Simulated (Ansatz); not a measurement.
# RbFeF4 (P4/mmm): how robust is the cRPA U?, part 2 of 2

Wanted: the sensitivity and cost of U and J for RbFeF4 (P4/mmm).

Ansatz 0.2.0; constrained RPA on LDA, plane waves, PAW.

So far. Step 4 (Changed: 2×2×2 mesh): On the Fe d shell, screening brings the on-site interaction from 20.3 eV down to U = 6.37 eV. Step 5 (Changed: smooth pair densities): On the Fe d shell, screening brings the on-site interaction from 20.1 eV down to U = 6.03 eV.

## Step 6: Changed: sums over states

The input, input.yaml:

```yaml
crystal:
  lattice:
    - [0.0, -3.89406478, 0.0]
    - [0.0, 0.0, -3.89406478]
    - [6.37808434, 0.0, 0.0]
  atoms:
    - { symbol: Rb, position: [0.0, 0.0, 0.0] }
    - { symbol: Fe, position: [0.5, 0.5, 0.5] }
    - { symbol: F, position: [0.5, 0.5, 0.79594812] }
    - { symbol: F, position: [0.5, 0.5, 0.20405188] }
    - { symbol: F, position: [0.5, 0.0, 0.5] }
    - { symbol: F, position: [0.0, 0.5, 0.5] }
kpoints:
  mp_grid: { grid: [8, 8, 4] }
hamiltonian:
  xc: lda
scf:
  occupations: { method: gaussian, width: 0.08 }
  n_extra_bands: 19
  max_iter: 150
output:
  crpa:
    kmesh: [4, 4, 4]
    target_bands: [v3, c2]
    projections: [{ species: Fe, l: d, shell: 3 }]
    accuracy: sum_over_states
    n_empty_bands: 108
    ecut_chi: 250
```

Started as:

```console
> ansatz run input.yaml --threads 4 --pin off --max-ram 9216MiB --backend cpu --events-out ev --progress --plain --runs-dir out
```

Numbers of over 12 decimals in the logs are rounded to 6 here.

What it wrote:

```text
[...]
Crystal: 6 atoms, lattice volume = 96.716 Å³
Basis set: ecut = 420 eV, 1893 PW (Γ)
Bands: 46, of which v1, the nominal top of the filled ones, is band 27 counted from 1 (26 counted from 0)
Symmetry: 16 space group operations
[...]
k-points: 45 of 256
[...]
χ-basis size per q: N_G = 833..888
[...]
U and J over all bands: no bound (output.crpa.accuracy: sum_over_states); those below are of the sums over the bands read on the sphere of ecut_chi, with what the atoms add
[...]
screened: U = 6.0654 eV, U' = 4.9125 eV, J = 0.5600 eV
      screened d-shell averages: U_bar = F0 = 5.1431 eV, J_bar = 0.7906 eV
      bare: V = 20.0736 eV, V' = 18.6637 eV, J = 0.6619 eV
      bare d-shell averages: V_bar = F0 = 18.9457 eV, J_bar = 0.9439 eV
[...]
[key lines of the parts left out:]
SCF converged after 11 iterations
Free energy (F): -10767.191215 eV
Fermi energy:    3.669616 eV
```

Wall time 1.9 min (4 threads of Arm Neoverse N1, shared host); peak memory 0.81 GiB; 7.4 min of CPU time.

This variant gives U = 6.07 eV against 5.97 eV. It is a finite sum over empty states with no bound on its error and stays out of the table below.

## Step 7: Changed: spin-orbit coupling, which the program doesn't serve

This step: constrained RPA on LDA with spin-orbit coupling, plane waves, PAW.

Edit input.yaml of step 6 so:

```diff
@@ -20,2 +20,5 @@
   max_iter: 150
+magnetization:
+  noncollinear: true
+  spin_orbit: true
 output:
@@ -25,4 +28 @@
     projections: [{ species: Fe, l: d, shell: 3 }]
-    accuracy: sum_over_states
-    n_empty_bands: 108
-    ecut_chi: 250
```

What it wrote:

```text
Error: output.crpa with magnetization.noncollinear: true — the cRPA pipeline runs scalar-band solve channels only (unpolarised or collinear) — spinor oscillator elements are not implemented; use a collinear or unpolarised deck, or drop the output.crpa: request
```

Elapsed: 0.04 s, on 4 threads; peak memory 0.032 GiB.

The program refused the input before any cycle.

The program's message: “Error: output.crpa with magnetization.noncollinear: true — the cRPA pipeline runs scalar-band solve channels only (unpolarised or collinear) — spinor oscillator elements are not implemented; use a col …”

The fault put into this input: spin-orbit coupling, which the program doesn't serve.

## Step 8: Changed: volume -3 %

This step: constrained RPA on LDA, plane waves, PAW.

The cell differs from the one that the last finished run ended in (a 3.894 → 3.855 Å, b 3.894 → 3.855 Å, c 6.378 → 6.314 Å).

Edit input.yaml of step 7 so:

```diff
@@ -2,5 +2,5 @@
   lattice:
-    - [0.0, -3.89406478, 0.0]
-    - [0.0, 0.0, -3.89406478]
-    - [6.37808434, 0.0, 0.0]
+    - [0.0, -3.8547281029, 0.0]
+    - [0.0, 0.0, -3.8547281029]
+    - [6.3136548406, 0.0, 0.0]
   atoms:
@@ -20,5 +20,2 @@
   max_iter: 150
-magnetization:
-  noncollinear: true
-  spin_orbit: true
 output:
@@ -28 +25,6 @@
     projections: [{ species: Fe, l: d, shell: 3 }]
+  local_orbitals:
+    kmesh: [8, 8, 8]
+    orbitals: [{ species: Fe, l: d, shell: 3 }]
+    window: { bands: [v3, c2] }
+    seedname: lo
```

What it wrote:

```text
[...]
Crystal: 6 atoms, lattice volume = 93.814 Å³
Basis set: ecut = 420 eV, 1845 PW (Γ)
Bands: 46, of which v1, the nominal top of the filled ones, is band 27 counted from 1 (26 counted from 0)
Symmetry: 16 space group operations
[...]
k-points: 45 of 256
[...]
χ-basis size per q: N_G = 327..353
[...]
screened: U = 6.0225 eV, U' = 4.9507 eV, J = 0.5267 eV
      screened d-shell averages: U_bar = F0 = 5.1651 eV, J_bar = 0.7411 eV
      screened, to within: U = 1.2e-2 eV, U' = 1.2e-2 eV, J = 7.2e-4 eV
      screened d-shell averages, to within: U_bar = 1.1e-2 eV, J_bar = 1.0e-3 eV
      bare: V = 20.1104 eV, V' = 18.6979 eV, J = 0.6629 eV
      bare d-shell averages: V_bar = F0 = 18.9804 eV, J_bar = 0.9454 eV
[...]
[key lines of the parts left out:]
SCF converged after 12 iterations
Free energy (F): -10767.393699 eV
Fermi energy:    4.067642 eV
```

Run time: 10 min. Hardware: 4 threads; peak memory 0.72 GiB; 40 min of CPU time.

This step gave:

```
U                                                 : 6.023 eV
U prime (inter-orbital)                           : 4.951 eV
J                                                 : 0.5267 eV
bare V                                            : 20.11 eV
bare J                                            : 0.6629 eV
stated bound on U                                 : 0.01117 eV
U over bare V                                     : 0.2995
electrons in the window                           : 5.000
head of the constrained inverse dielectric matrix : 0.3949
least eigenvalue of the projection's overlap      : 0.5972
target functions                                  : 5
bands in the sums                                 : 58
r.m.s. miss of the model bands                    : 1.30e-4 eV
width of the target bands                         : 3.311 eV
weight of the projected orbitals in the window    : 0.7781
```

On the Fe d shell, screening brings the on-site interaction from 20.1 eV down to U = 6.02 eV.

## Step 9: Side by side

Times are wall times on 4 threads of Arm Neoverse N1, shared host, good to a factor of about two.

```
                  run  bare V (eV)  U (eV)  J (eV)  bound on U (eV)  width (eV)     time
        target window        20.07   5.973   0.525           0.0092        3.15  9.9 min
           4×4×2 mesh        20.10   5.997   0.525           0.0117        3.15  3.9 min
           2×2×2 mesh        20.33   6.367   0.532           0.0227        3.15     44 s
smooth pair densities        20.07   6.030   0.558           0.0032        3.15   10 min
          volume -3 %        20.11   6.023   0.527           0.0112        3.31   10 min
```

## Step 10: Summary of results

```
target window         : U 5.97 eV, J 0.52 eV
4×4×2 mesh            : U 6.00 eV, J 0.53 eV
2×2×2 mesh            : U 6.37 eV, J 0.53 eV
smooth pair densities : U 6.03 eV, J 0.56 eV
volume -3 %           : U 6.02 eV, J 0.53 eV
```

**Reading.** 4×4×2 mesh moves U by +0.02 eV at 0.40 times the time. 2×2×2 mesh moves U by +0.39 eV at 0.074 times the time. Smooth pair densities moves U by +0.06 eV. Volume -3 % moves U by +0.05 eV. The printed bound covers the solver alone, not the mesh, and no denser mesh than the base was run. The parent state is non-magnetic and the interaction static (zero frequency); U depends on the window and the orbitals, so it belongs to this model alone.

[Paths, hosts, dates, memory and timing lines, banners, echoed tables and standing remarks are left out of the program output.]

[Logs are printed without paths, hosts, clocks, repeated set-up lines and the standing remarks that a program may print on its own settings, such as how far it seeks lower states.]

[Runs of the session that timed out or met a known fault of the program may be left out.]

[Hosts, paths, dates, database ids (printed as entryN), source tags and the programs' standing remarks are cut or masked in the printed files.]
